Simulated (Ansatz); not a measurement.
# Formation energy and levels of the substitutional impurity Se_O in CaO (Fm-3m)

Aim: at which Fermi levels does Se_O in CaO (Fm-3m) change its charge? The model is a cell of 54 host atoms with 1 O taken out and 1 Se put in.

Main program and level: Ansatz 0.2.0; place-levels on r2SCAN runs: charge-transition levels and formation energies with image-charge correction and potential alignment at the atomic sites; PAW set soft_1.

### Step 1. The starting structure

The cell holds 54 atoms: 27 Ca, 26 O and 1 Se. Its edges and angles: a = 10.173 Å, b = 10.173 Å, c = 10.173 Å, α = 60.0°, β = 60.0°, γ = 60.0°. It derives from CaO (space group Fm-3m). Nearest the centre at fractional (0.500, 0.500, 0.500): Se28 at 0.00 Å, Ca51 at 2.40 Å, Ca47 at 2.40 Å, Ca35 at 2.40 Å, Ca45 at 2.40 Å, Ca29 at 2.40 Å, Ca33 at 2.40 Å, O22 at 3.39 Å.

As a file:

```xyz
54
Lattice="0.0000 7.1931 7.1931 7.1931 0.0000 7.1931 7.1931 7.1931 0.0000" Properties=species:S:1:pos:R:3 pbc="T T T"
Ca    0.0000    0.0000    0.0000
O     2.3977    2.3977    2.3977
Ca    2.3977    2.3977    0.0000
O     4.7954    4.7954    2.3977
Ca    4.7954    4.7954    0.0000
O     7.1931    7.1931    2.3977
Ca    2.3977    0.0000    2.3977
O     4.7954    2.3977    4.7954
Ca    4.7954    2.3977    2.3977
O     7.1931    4.7954    4.7954
Ca    7.1931    4.7954    2.3977
O     9.5908    7.1931    4.7954
Ca    4.7954    0.0000    4.7954
O     7.1931    2.3977    7.1931
Ca    7.1931    2.3977    4.7954
O     9.5908    4.7954    7.1931
Ca    9.5908    4.7954    4.7954
O    11.9885    7.1931    7.1931
Ca    0.0000    2.3977    2.3977
O     2.3977    4.7954    4.7954
Ca    2.3977    4.7954    2.3977
O     4.7954    7.1931    4.7954
Ca    4.7954    7.1931    2.3977
O     7.1931    9.5908    4.7954
Ca    2.3977    2.3977    4.7954
O     4.7954    4.7954    7.1931
Ca    4.7954    4.7954    4.7954
Se    7.1931    7.1931    7.1931
Ca    7.1931    7.1931    4.7954
O     9.5908    9.5908    7.1931
Ca    4.7954    2.3977    7.1931
O     7.1931    4.7954    9.5908
Ca    7.1931    4.7954    7.1931
O     9.5908    7.1931    9.5908
Ca    9.5908    7.1931    7.1931
O    11.9885    9.5908    9.5908
Ca    0.0000    4.7954    4.7954
O     2.3977    7.1931    7.1931
Ca    2.3977    7.1931    4.7954
O     4.7954    9.5908    7.1931
Ca    4.7954    9.5908    4.7954
O     7.1931   11.9885    7.1931
Ca    2.3977    4.7954    7.1931
O     4.7954    7.1931    9.5908
Ca    4.7954    7.1931    7.1931
O     7.1931    9.5908    9.5908
Ca    7.1931    9.5908    7.1931
O     9.5908   11.9885    9.5908
Ca    4.7954    4.7954    9.5908
O     7.1931    7.1931   11.9885
Ca    7.1931    7.1931    9.5908
O     9.5908    9.5908   11.9885
Ca    9.5908    9.5908    9.5908
O    11.9885   11.9885   11.9885
```

The host's dielectric constants go in as inputs: 3.85 for the electrons alone, 16.67 with the ions, computed on the host (DFPT, PBEsol, on the r2SCAN cell), and a cell off the functional's own equilibrium shifts the ionic part.

The cell's shortest repeat is 10.2 Å.

### Step 2. The runs of each charge state

Levels follow from differences of total energies between charge states, each relaxed by itself.

Each atom starts 0.05 Å or so off its site in a random direction: a symmetric start keeps its symmetry, and would miss off-centre moves and Jahn–Teller distortions. Forces are taken at one point at (¼, ¼, ¼). The cell holds 1 electron more than the neutral one, with a uniform background that keeps it neutral on the whole. The electron count is odd, so at least one spin is unpaired; this run locks the moment at 1 μB.

The sampling was tested on the host first: at the k-points planned (1x1x1 shifted 0.25 0.25 0.25) its energy lies 0.005 eV an atom from the dense-mesh value, under the bound of 0.02 eV set for this test; that bounds the host's error, not the defect's.

One state's input; the others differ in charge, spin, start and seed, and in occupations where the table says so.

Contents of qm1_M1.relax/input.yaml:

```yaml
crystal:
  lattice:
    - [0.0, 2.39769239, 2.39769239]
    - [2.39769239, 0.0, 2.39769239]
    - [2.39769239, 2.39769239, 0.0]
  atoms:
    - { symbol: Ca, position: [0.0, 0.0, 0.0] }
    - { symbol: O, position: [0.5, 0.5, 0.5] }
  supercell: [3, 3, 3]
  defects: [{ substitution: { at: 27, symbol: Se } }]
total_charge: -1
basis:
  ecutwfc: 500
  xc_grid: 2
hamiltonian:
  xc: r2scan
  pseudopotentials: { kind: paw, azcp: { folder: soft_1 } }
kpoints:
  mp_grid: { grid: [1, 1, 1], shift: [0.25, 0.25, 0.25] }
magnetization:
  spin_polarized: true
  initial_magnetization: 1
  spin_locking: { lock_magnetization: hard }
scf:
  occupations: { method: fixed }
  max_iter: 80
output:
  forces: true
  charged_corrections: { epsilon: 3.85, static_epsilon: 16.67 }
relax:
  f_tol: 0.02
  max_steps: 80
  random_displacement: { amplitude: 0.05, seed: 1522 }
checkpoint:
  write: "../qm1_M1.relax.run"
  compress: false
  write_wavefunctions: true
  write_every: 100000
```

The run is started by

```
ansatz run input.yaml --threads 4 --pin off --max-ram 15073MiB --backend cpu --events-out ev --progress --plain --runs-dir out
```

The relaxed structure is kept and the sampling changed to a 2×2×2 shifted mesh.

The run of this state that the levels use, under r2SCAN:

Contents of qm1_M1.point/input.yaml:

```yaml
crystal:
  checkpoint: "../qm1_M1.relax.run"
  host: checkpoint
total_charge: -1
basis:
  ecutwfc: 500
  xc_grid: 2
hamiltonian:
  xc: r2scan
  pseudopotentials: { kind: paw, azcp: { folder: soft_1 } }
kpoints:
  mp_grid: { grid: [2, 2, 2], shift: [0.5, 0.5, 0.5] }
magnetization:
  spin_polarized: true
  initial_magnetization: 1
  spin_locking: { lock_magnetization: hard }
scf:
  occupations: { method: fermi_dirac, width: 0.01 }
  max_iter: 80
output:
  forces: true
  eigenvalues: true
  charged_corrections:
    epsilon: 3.85
    static_epsilon: 16.67
    defect_position: [0.5, 0.5, 0.5]
  eigenstates: { localisation: true }
  populations: true
  efg: {}
  band_densities: [{ bands: [v1, v1] }, { bands: [c1, c1] }]
  write_density: true
  write_potential: true
  volumetric_format: npy
  elf: true
checkpoint:
  read: "../qm1_M1.relax.run"
  write: "../qm1_M1.point.run"
  compress: false
  write_wavefunctions: false
  write_every: 100000
```

Relaxations under r2SCAN at one point at (¼, ¼, ¼); times on 4 threads of Arm Neoverse V1, shared host:

```
charge  moment (μB)  occupations    outcome  steps  largest displacement against the far atoms (Å)     time
    −1            1        fixed  converged      8                                            0.21  5.3 min
     0            0        fixed  converged      6                                            0.21     98 s
    +1            1        fixed  converged      6                                            0.23  6.3 min
```

Single points under r2SCAN at a 2×2×2 shifted mesh; times on 4 threads of Arm Neoverse V1, shared host:

```
charge  moment (μB)  occupations    outcome     time
    −1            1  fermi-dirac  converged  4.5 min
     0            0  fermi-dirac  converged  1.9 min
    +1            1  fermi-dirac  converged  6.1 min
```

Distances (Å) from Se28 to the nearest atoms after relaxation with r2SCAN:

```csv
charge,moment (μB),1.,2.,3.,4.,5.,6.
−1,1,Ca 2.61,Ca 2.61,Ca 2.61,Ca 2.61,Ca 2.61,Ca 2.61
0,0,Ca 2.60,Ca 2.60,Ca 2.60,Ca 2.60,Ca 2.60,Ca 2.60
+1,1,Ca 2.62,Ca 2.63,Ca 2.63,Ca 2.63,Ca 2.63,Ca 2.63
```

### Step 3. Levels against the band edges, r2SCAN

A charged cell interacts with its images and the background, and its potential has another zero than the host's. place-levels removes the first by a point-charge model, screened by the static dielectric constant since the ions have relaxed around the charge, and the second by comparing potentials at atoms far from the defect.

The host is a run of the defect-free crystal in the same cutoffs, grids and k-points, so that basis and sampling errors cancel in part in the differences. The host is run in a cell of 2 atoms on a matching mesh. Its band edges are searched through the zone by a band path, so the gap is smaller than, or equal to, that on the mesh. Chemical potentials are energies per atom of O (O2 molecule) and Se (trigonal (grey) selenium), run with the same functional and cutoff.

Contents of levels.point.yaml:

```yaml
host:
  run: host.point.run
states: [qm1_M1.point.run, q0.point.run, qp1_M1.point.run]
geometry_from:
  qm1_M1.point.run: qm1_M1.relax.run
  q0.point.run: q0.relax.run
  qp1_M1.point.run: qp1_M1.relax.run
chemical_potentials:
  O:
    energy: -565.989614
    dataset: <sha256 of the dataset>
  Se:
    energy: -5478.140172
    dataset: "<sha256 of the dataset>"
epsilon: 3.85
static_epsilon: 16.67
vertical:
  - { from: qm1_M1.point.run, to: qm1_M1.point_neutral.run }
  - { from: qp1_M1.point.run, to: qp1_M1.point_neutral.run }
```

The run is started by

```
ansatz place-levels levels.point.yaml -- --threads 4 --pin off --max-ram 15073MiB
```

Numbers of over 12 decimals in the logs are rounded to 6 here.

The program printed:

```text
[... repeated set-up lines and file paths are left out, and long positions are rounded to six places ...]
(+1/0) 0.003 eV above the valence edge, 4.194 eV under the conduction edge
(0/-1) 4.229 eV above the valence edge (+4.435 eV without the band-filling correction), in the conduction band
formation energy of charge +1: +4.791 eV with the Fermi level at the valence edge
formation energy of charge 0: +4.793 eV with the Fermi level at the valence edge
formation energy of charge -1: +9.023 eV with the Fermi level at the valence edge
vertical -1 to 0: no energy, since no alignment is typed
  the change from vertical[0].from (qm1_M1.point.run) to vertical[0].to (qm1_M1.point_neutral.run): by its potential at epsilon 3.85 it stands at 0.499 0.501 0.501, with an rms radius of about 6.9 Å (4.0 4.0 4.0 Å across the planes of the cell's vectors); [...]
vertical +1 to 0: no energy, since no alignment is typed
  the change from vertical[1].from (qp1_M1.point.run) to vertical[1].to (qp1_M1.point_neutral.run): by its potential at epsilon 3.85 it stands at 0.500 0.501 0.499, with an rms radius of about 3.3 Å (1.7 2.2 1.9 Å across the planes of the cell's vectors); [...]
  edges by r2scan, gap 4.197 eV; the host is sampled to repeats of 20.35 Å
  the defect's cells are sampled to repeats of 20.35 Å, like sampling
  charge +1: -69555.3278 eV with its correction of +0.424 eV, at epsilon 16.67, aligned at sites: +0.2859 eV, mean over 21 atomic sites at or beyond 5.09 Å from the defect at [0.5000, 0.5000, 0.5000], with -0.000000 for the charge's moments and without [...]
  states[2] (qp1_M1.point.run): levels filled in part (TS 0.002 eV): its energy is of no whole electron's
  charge 0: +0.000 eV for its dipole among its images, +0.000 omitted
  charge -1: -69536.0162 eV with its correction of -0.219 eV, at epsilon 16.67, aligned at sites: +0.3568 eV, mean over 21 atomic sites at or beyond 5.09 Å from the defect at [0.5000, 0.5000, 0.5000], with +0.000000 for the charge's moments and without [...]
  states[0] (qm1_M1.point.run): levels filled in part (TS 0.002 eV): its energy is of no whole electron's
  of states[2] (qp1_M1.point.run): it parts from the run at its places by a charge that spreads by about 2.2 Å along one vector (1.4 Å or more is wide), by its potential at epsilon 3.85, taken for that of held ions (one typed too small widens it), where the [...]
  of states[1] (q0.point.run): its alignment with the host at atomic sites is doubtful: the cell is too small to show whether the defect's potential has decayed: take a larger one
  of states[0] (qm1_M1.point.run): it parts from the run at its places by a charge that spreads by about 4 Å along one vector (1.4 Å or more is wide), by its potential at epsilon 3.85, taken for that of held ions (one typed too small widens it), where the [...]
  vertical[0].from (qm1_M1.point.run): levels filled in part (TS 0.002 eV): its energy is of no whole electron's
  of vertical[0].from (qm1_M1.point.run): its moments are held at its close (magnetization.spin_locking), by a field of 0.080 eV a Bohr magneton, and its energy and levels are of the state that this holds: a run that lets them go can end lower; [...]
  vertical[1].from (qp1_M1.point.run): levels filled in part (TS 0.002 eV): its energy is of no whole electron's
  of vertical[1].from (qp1_M1.point.run): stability_check_not_made; [...]
```

Wall time 0.31 s (4 threads of Arm Neoverse V1, shared host).

Levels between the charges placed, in eV above the valence top:

```csv
,gap (eV),(+1/0),(0/−1)
r2SCAN,4.20,0.00,4.23
```

Corrections by state:

```
charge  moment (μB)  image terms and alignment (eV)  band filling (eV)  ε used  over the lowest of its charge, as the program ranks them, band filling apart (eV)
    +1          1.0                           0.424                  -   16.67                                                                              0.000
     0          0.0                           0.000                  -       -                                                                              0.000
    −1          1.0                          -0.219             -0.206   16.67                                                                              0.000
```

The charged structures listed were also run neutral, and place-levels reads from each pair, by the potential or the spins, how wide the charge is by which they differ; that can be the carrier of either run.

```csv
charge,rms radius (Å),spread where it is widest against the cell (Å),wide from (Å),reading
+1,3.3,2.21,1.44,wide
−1,6.9,3.98,1.44,wide
```

The neutral runs of these pairs need not share the spin of the lowest neutral state, and very wide values only mean spread over the cell.

From the program's caveats on the states, each cut to its opening words:

- charge +1 (1 μB): it parts from the run at its places by a charge that spreads by about 2.2 Å along one vector (1.4 Å or more is wide), by its potential at epsilon 3.85, taken [...]
- charge +1 (1 μB), 0, −1 (1 μB): its alignment with the host at atomic sites is doubtful: the cell is too small to show whether the defect's potential has decayed: take a larger one
- charge +1 (1 μB), −1 (1 μB): flagged: stability check not made
- charge −1 (1 μB): it parts from the run at its places by a charge that spreads by about 4 Å along one vector (1.4 Å or more is wide), by its potential at epsilon 3.85, taken for [...]
- charge −1 (1 μB): a band-filling correction moves a carrier to the host's band edge, which changes its energy by -0.206 eV
- charge −1 (1 μB): its moments are held at its close (magnetization.spin_locking), by a field of 0.080 eV a Bohr magneton, and its energy and levels are of the state that this [...]

The host's formation energy from the elements is -3.216 eV per atom; it sets how far the chemical potentials can move.

Formation energies (eV), Ca-rich (Δμ(Ca) = 0.00 eV, Δμ(O) = -6.43 eV, Δμ(Se) = 0.00 eV):

| charge | Fermi level at the valence top | at the conduction bottom |
| --- | --- | --- |
| +1 | -1.64 | 2.56 |
| 0 | -1.64 | -1.64 |
| −1 | 2.59 | -1.61 |

Formation energies (eV), O-rich (Δμ(O) = 0.00 eV, Δμ(Ca) = -6.43 eV, Δμ(Se) = 0.00 eV):

| charge | Fermi level at the valence top | at the conduction bottom |
| --- | --- | --- |
| +1 | 4.79 | 8.99 |
| 0 | 4.79 | 4.79 |
| −1 | 9.02 | 4.83 |

### Step 4. Effect of the sampling

The relaxations' own energies give the levels at their sampling, for comparison.

Contents of levels.relax_mesh.yaml:

```yaml
host:
  run: host.relax.run
states: [qm1_M1.relax.run, q0.relax.run, qp1_M1.relax.run]
chemical_potentials:
  O:
    energy: -565.989614
    dataset: <sha256 of the dataset>
  Se:
    energy: -5478.140172
    dataset: "<sha256 of the dataset>"
```

The run is started by

```
ansatz place-levels levels.relax_mesh.yaml -- --threads 4 --pin off --max-ram 15073MiB
```

The program printed:

```text
(+1/0) 0.070 eV above the valence edge, 4.114 eV under the conduction edge
[...]
formation energy of charge +1: +4.772 eV with the Fermi level at the valence edge
formation energy of charge 0: +4.841 eV with the Fermi level at the valence edge
formation energy of charge -1: +9.066 eV with the Fermi level at the valence edge
  edges by r2scan, gap 4.183 eV; the host is sampled to repeats of 10.17 Å
[... the lines on each state left out ...]
```

It took 0.09 s on 4 threads.

Levels between neighbouring charges, in eV above the valence top:

```csv
,gap (eV),(+1/0),(0/−1)
"one point at (¼, ¼, ¼)",4.18,0.07,4.22
a 2×2×2 shifted mesh,4.20,0.00,4.23
```

Going from one point at (¼, ¼, ¼) to a 2×2×2 shifted mesh moves the levels that carry no band-filling term by up to 0.07 eV and formation energies against the elements by up to 0.05 eV; band-filling terms, which differ between samplings, are in these energies.

### Step 5. What came out

```json
{
 "gap of the host": "4.20 eV (r2SCAN)",
 "level (plus 1/0)": "0.00 eV above the valence top",
 "level (0/minus 1)": "4.23 eV above the valence top, past the conduction bottom (4.43 eV above the valence top without the band-filling term)",
 "lowest of the charges placed, just above the valence top (0.02 eV)": "0",
 "lowest of the charges placed, just below the conduction bottom (0.02 eV)": "0",
 "lowest formation energy at mid-gap of the charges run, Ca-rich": "-1.64 eV",
 "lowest formation energy at mid-gap of the charges run, O-rich": "4.79 eV"
}
```

**Reading.** Of the charges placed (−1, 0 and +1), 0 is the lowest from 0.02 eV above the valence top to 0.02 eV below the conduction bottom, a gap of 4.20 eV. (+1/0) lies 0.00 eV from a band edge, less than the doubt on such levels. States placed: +1 at 1 μB; 0 at 0 μB; −1 at 1 μB. Other spin states or structures, where not listed, weren't placed. The program finds carriers beyond a band edge of the host and adds a band-filling term at charge −1 (-0.21 eV); steps to such a charge show no bound level, and a defect level inside a band would be read the same way. Se is taken at its element; compounds, which aren't counted here, bound the chemical potentials and would shift these formation energies. The lowest formation energy (Ca-rich) is negative across the gap, so the defect would form by itself: these chemical potentials lie beyond what competing compounds allow, or the host is unstable against it. Going from one point at (¼, ¼, ¼) to a 2×2×2 shifted mesh moves the levels that carry no band-filling term by up to 0.07 eV and formation energies against the elements by up to 0.05 eV; band-filling terms, which differ between samplings, are in these energies. The program doubts the alignment of potentials for at least one state, a sign that the cell is small. Limits: r2SCAN makes the gap too small and tends to spread out bound carriers; where a gas molecule sets a chemical potential or the host's formation energy, its binding is uncorrected; force components of up to 0.11 eV/Å remain in a run at the final settings.

[Logs are printed without paths, hosts, clocks, repeated set-up lines and the standing remarks that a program may print on its own settings, such as how far it seeks lower states.]

[Hosts, paths, dates, database ids (printed as entryN), source tags and the programs' standing remarks are cut or masked in the printed files.]

[Where a table of states has a column of steps, it counts the stored structures, which are thinned; the runs took as many ionic steps or more.]

[A defect's name tells the site on which it was built; relaxed atoms can leave that site.]

[For some hosts the program warned that the k-mesh of the response run may be too coarse for force constants and the static dielectric constant; such warnings are not shown here.]
